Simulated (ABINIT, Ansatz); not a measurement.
# GeTe3Pb (Pm-3m): zone-centre phonons

Aim: the zone-centre modes of GeTe3Pb (Pm-3m).

Main program and level: ABINIT 10.8.3; DFT LDA, scalar-relativistic, plane waves, HGH norm-conserving pseudopotentials.

The structure was built from a prototype and need not be the compound's stable phase.

## (1) Set-up

Symmetry: Pm-3m, No. 221, cubic system. The conventional cell has a = 5.317 Å, b = 5.317 Å, c = 5.317 Å, α = 90.00°, β = 90.00°, γ = 90.00°. Pb has 12 Te at 3.76 Å nearest. Ge has 6 Te at 2.66 Å nearest. Nearest to Te lie 2 Ge at 2.66 Å. Farther neighbours and most contacts between anions are not listed.

## (2) Relaxing the cell and atoms

The harmonic expansion needs vanishing forces, and a free crystal bears no stress, so cell and atoms are brought to rest. Stress is more sensitive to the basis than forces are: the last 3 Ha under the cutoff are smoothed with ecutsm.

The starting cell comes from a relaxation made beforehand in Ansatz (LDA, PseudoDojo NC).

Input file relax.abi:

```
# relaxation
ionmov 2
optcell 2
dilatmx 1.08
ntime 40
tolmxf 1.0d-05
tolvrs 1.0d-14
prtwf 0
prtden 0
chksymtnons 0

# basis, mesh and filling
ecut 26.0
ecutsm 3.0
ixc 7
ngkpt 4 4 4
nshiftk 1
shiftk 0.0 0.0 0.0
istwfk *1
occopt 6
tsmear 0.01
nband 20
nstep 100
diemac 1000000.0
prtebands 0
prtgsr 0
useylm 1

# cell and atoms
acell 10.04816866 10.04816866 10.04816866
rprim 
    1.0 0.0 0.0
    0.0 1.0 0.0
    0.0 0.0 1.0
ntypat 3
znucl 82 32 52
natom 5
typat 1 2 3 3 3
xred 
    0.0 0.0 0.0
    0.5 0.5 0.5
    0.5 0.5 0.0
    0.5 0.0 0.5
    0.0 0.5 0.5
pp_dirpath "./pseudo"
pseudos "Pb.hgh, Ge.hgh, Te.hgh"
```

Command:

```sh
$ OMP_NUM_THREADS=1 mpirun -n 4 abinit relax.abi > relax.log
```

Numbers of over 12 decimals in the logs are rounded to 6 here.

relax.abo, the main output file:

```text
[banners, grids, parts of the stress and lines that vanish by symmetry left out]
- input  file    -> relax.abi
- output file    -> relax.abo
- root for input  files -> relaxi
[...]
Symmetries : space group Pm -3 m (#221); Bravais cP (primitive cubic)
[...]
mpw =        8217          nfft =      125000          nkpt =          10
[...]
== DATASET  1 ==================================================================
[...]
cutoff_energies: {ecut:  26.0, pawecutdg:  -1.0, }
[...]
Exchange-correlation functional for the present dataset will be:
  LDA: Perdew-Wang 92 LSD fit to Ceperley-Alder data - ixc=7
[...]
ETOT  1  -32.283478864074    -3.228E+01 3.097E-02 1.292E+02
 ETOT  2  -32.323807470735    -4.033E-02 4.348E-03 2.549E+00
 ETOT  3  -32.324182472149    -3.750E-04 5.441E-04 1.833E-01
 ETOT  4  -32.324208217872    -2.575E-05 6.351E-04 1.394E-03
 ETOT  5  -32.324208389515    -1.716E-07 5.083E-04 4.990E-05
[...]
At SCF step   11       vres2   =  2.38E-16 < tolvrs=  1.00E-14 =>converged.
[...]
sigma(1 1)= -1.49850895E-05  sigma(3 2)=  0.00000000E+00
  sigma(2 2)= -1.49850895E-05  sigma(3 1)=  0.00000000E+00
  sigma(3 3)= -1.49850895E-05  sigma(2 1)=  0.00000000E+00
[...]
convergence: {deltae:  1.918E-13, res2:  2.376E-16, residm:  4.272E-05, diffor: null, }
etotal    :  -3.23242084E+01
[...]
ETOT  1  -32.324215404428    -3.232E+01 9.703E-06 1.193E-01
[...]
At SCF step    9       vres2   =  4.84E-16 < tolvrs=  1.00E-14 =>converged.
[...]
sigma(1 1)= -1.26627377E-05  sigma(3 2)=  0.00000000E+00
  sigma(2 2)= -1.26627377E-05  sigma(3 1)=  0.00000000E+00
  sigma(3 3)= -1.26627377E-05  sigma(2 1)=  0.00000000E+00
[...]
convergence: {deltae:  1.478E-12, res2:  4.839E-16, residm:  2.092E-08, diffor: null, }
etotal    :  -3.23242273E+01
[...]
ETOT  1  -32.323900612782    -3.232E+01 1.643E-07 3.711E+00
[...]
At SCF step   10       vres2   =  9.80E-17 < tolvrs=  1.00E-14 =>converged.
[...]
sigma(1 1)= -1.66544304E-07  sigma(3 2)=  0.00000000E+00
  sigma(2 2)= -1.66544304E-07  sigma(3 1)=  0.00000000E+00
  sigma(3 3)= -1.66544304E-07  sigma(2 1)=  0.00000000E+00
[...]
convergence: {deltae: -1.037E-12, res2:  9.803E-17, residm:  2.817E-11, diffor: null, }
etotal    :  -3.23242754E+01
[...]
ETOT  1  -32.324275367239    -3.232E+01 8.552E-11 6.487E-04
[...]
ETOT  7  -32.324275432211     8.171E-13 8.167E-13 1.332E-14
 ETOT  8  -32.324275432212    -1.236E-12 1.015E-12 1.559E-16
 At SCF step    8       vres2   =  1.56E-16 < tolvrs=  1.00E-14 =>converged.
[...]
sigma(1 1)= -1.87872199E-09  sigma(3 2)=  0.00000000E+00
  sigma(2 2)= -1.87872199E-09  sigma(3 1)=  0.00000000E+00
  sigma(3 3)= -1.87872199E-09  sigma(2 1)=  0.00000000E+00
[...]
convergence: {deltae: -1.236E-12, res2:  1.559E-16, residm:  1.015E-12, diffor: null, }
etotal    :  -3.23242754E+01
[...]
At Broyd/MD step   4, gradients are converged :
[...]
sigma(1 1)= -1.87872199E-09  sigma(3 2)=  0.00000000E+00
  sigma(2 2)= -1.87872199E-09  sigma(3 1)=  0.00000000E+00
  sigma(3 3)= -1.87872199E-09  sigma(2 1)=  0.00000000E+00
[...]
- sigma(1 1)= -5.52739093E-05  sigma(3 2)=  0.00000000E+00
- sigma(2 2)= -5.52739094E-05  sigma(3 1)=  0.00000000E+00
- sigma(3 3)= -5.52739093E-05  sigma(2 1)=  0.00000000E+00
[...]
fcart     -0.0000000000E+00 -0.0000000000E+00 -0.0000000000E+00
           strten     -1.8787219909E-09 -1.8787219944E-09 -1.8787219918E-09
================================================================================

[key lines of the parts left out:]
pressure_GPa:   5.5274E-05
Total energy (etotal) [Ha]= -3.23242754322124E+01
```

Wall time 53 s (4 MPI ranks of Arm Neoverse V2, shared host).

The steps of the relaxation:

```csv
step,energy less that of the first step (eV),largest force (eV/Å),volume (Å³)
1,0.0000,0.0000,150.34
2,-0.0005,0.0000,150.54
3,-0.0018,0.0000,151.66
4,-0.0018,0.0000,151.67
```

```
conventional cell, symmetrised  before  after  change
                         a (Å)   5.317  5.333  +0.3 %
                         b (Å)   5.317  5.333  +0.3 %
                         c (Å)   5.317  5.333  +0.3 %
              volume (Å³/atom)   30.07  30.33  +0.9 %
```

Read from the output:

```
volume per atom   : 30.33 Å³
pressure          : 5.53e-5 GPa
gap on the k-mesh : 0 eV
```

The volume changes by +0.9 % from the cell with which this run began.

## (3) Self-consistent run for the response

First-order wavefunctions inherit every error of the ground state, hence the very tight tolvrs. ecutsm is kept as in the relaxation, so that the cell stays at rest. Occupations are smeared.

Input file gs.abi:

```
# ground state
tolvrs 1.0d-16
prtden 1
prtwf 1

# basis, mesh and filling
ecut 26.0
ecutsm 3.0
ixc 7
ngkpt 4 4 4
nshiftk 1
shiftk 0.0 0.0 0.0
istwfk *1
occopt 6
tsmear 0.01
nband 20
nstep 100
diemac 1000000.0
prtebands 0
prtgsr 0
useylm 1

# cell and atoms
acell 10.07786565 10.07786565 10.07786565
rprim 
    1.0 0.0 0.0
    0.0 1.0 0.0
    0.0 0.0 1.0
ntypat 3
znucl 82 32 52
natom 5
typat 1 2 3 3 3
xred 
    0.0 0.0 0.0
    0.5 0.5 0.5
    0.5 0.5 0.0
    0.5 0.0 0.5
    0.0 0.5 0.5
pp_dirpath "./pseudo"
pseudos "Pb.hgh, Ge.hgh, Te.hgh"
```

Command:

```sh
$ OMP_NUM_THREADS=1 mpirun -n 4 abinit gs.abi > gs.log
```

gs.abo, the main output file:

```text
[banners, grids, parts of the stress and lines that vanish by symmetry left out]
- input  file    -> gs.abi
- output file    -> gs.abo
- root for input  files -> gsi
[...]
Symmetries : space group Pm -3 m (#221); Bravais cP (primitive cubic)
[...]
mpw =        6500          nfft =      110592          nkpt =          10
[...]
== DATASET  1 ==================================================================
[...]
cutoff_energies: {ecut:  26.0, pawecutdg:  -1.0, }
[...]
Exchange-correlation functional for the present dataset will be:
  LDA: Perdew-Wang 92 LSD fit to Ceperley-Alder data - ixc=7
[...]
ETOT  1  -32.285064081780    -3.229E+01 2.151E-02 1.160E+02
 ETOT  2  -32.323864589582    -3.880E-02 5.227E-03 2.410E+00
 ETOT  3  -32.324250363159    -3.858E-04 8.393E-04 1.550E-01
 ETOT  4  -32.324275229281    -2.487E-05 6.332E-04 1.322E-03
 ETOT  5  -32.324275424750    -1.955E-07 1.784E-04 5.001E-05
[...]
ETOT 11  -32.324275431499    -8.598E-13 4.661E-06 3.100E-16
 ETOT 12  -32.324275431499     3.197E-13 9.046E-06 2.841E-18
 At SCF step   12       vres2   =  2.84E-18 < tolvrs=  1.00E-16 =>converged.
[...]
sigma(1 1)= -1.87927906E-09  sigma(3 2)=  0.00000000E+00
  sigma(2 2)= -1.87927907E-09  sigma(3 1)=  0.00000000E+00
  sigma(3 3)= -1.87927906E-09  sigma(2 1)=  0.00000000E+00
[...]
convergence: {deltae:  3.197E-13, res2:  2.841E-18, residm:  9.046E-06, diffor: null, }
etotal    :  -3.23242754E+01
[...]
sigma(1 1)= -1.87927906E-09  sigma(3 2)=  0.00000000E+00
  sigma(2 2)= -1.87927907E-09  sigma(3 1)=  0.00000000E+00
  sigma(3 3)= -1.87927906E-09  sigma(2 1)=  0.00000000E+00
[...]
- sigma(1 1)= -5.52902988E-05  sigma(3 2)=  0.00000000E+00
- sigma(2 2)= -5.52902990E-05  sigma(3 1)=  0.00000000E+00
- sigma(3 3)= -5.52902990E-05  sigma(2 1)=  0.00000000E+00
[...]
fcart     -0.0000000000E+00 -0.0000000000E+00 -0.0000000000E+00
           strten     -1.8792790605E-09 -1.8792790653E-09 -1.8792790644E-09
================================================================================

[key lines of the parts left out:]
pressure_GPa:   5.5290E-05
```

Elapsed: 13 s, on 4 MPI ranks; 50 s of CPU time.

The cell stands at 5.5e-5 GPa, close enough for phonons.

(Part 1 of 4 ends here.)

[Host names and launcher messages were left out of these logs when they were recorded.]

[Logs are printed without paths, hosts, clocks, repeated set-up lines and the standing remarks that a program may print on its own settings, such as how far it seeks lower states.]

[Hosts, paths, dates, database ids (printed as entryN), source tags and the programs' standing remarks are cut or masked in the printed files.]
